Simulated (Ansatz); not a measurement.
Rows from a G0W0 calculation on As2PtS2 (heterobilayer) (Ansatz 0.2.0; G0W0 on PBE, plane waves, PAW; PAW set soft_1; 6×6×1 mesh, 234 empty bands, screening to 41 eV, PAW set soft_1 files), in eV. Spin-orbit coupling is left out.

```csv
row,Σx,Σc,Vxc,Z
A,-16.29,-2.65,-19.69,0.70
B,-16.45,1.43,-15.05,0.73
C,-16.30,-2.84,-19.91,0.70
D,-16.17,1.50,-14.70,0.72
E,-15.44,-2.69,-18.80,0.72
F,-14.43,0.49,-14.04,0.73
```

Q: Which rows are filled states and which are empty ones, and how can one tell?

Filled: B, D and F. Empty: A, C and E. The sign of Σc tells: for a filled state bare exchange, which holds its interaction with itself, lies below Vxc (Σx − Vxc is -0.4 eV or lower here) and screening gives part back as a positive Σc. For an empty state Σx lies above Vxc (+3.4 eV or more) and the Coulomb hole leaves Σc negative.

[Paths, hosts, dates, memory and timing lines, banners, echoed tables and standing remarks are left out of the program output.]

[Logs are printed without paths, hosts, clocks, repeated set-up lines and the standing remarks that a program may print on its own settings, such as how far it seeks lower states.]

[Runs of the session that timed out or met a known fault of the program may be left out.]

[Cells called generated may have been cut or substituted from an entry of the Crystallography Open Database or the Materials Project.]

[Hosts, paths, dates, database ids (printed as entryN), source tags and the programs' standing remarks are cut or masked in the printed files.]
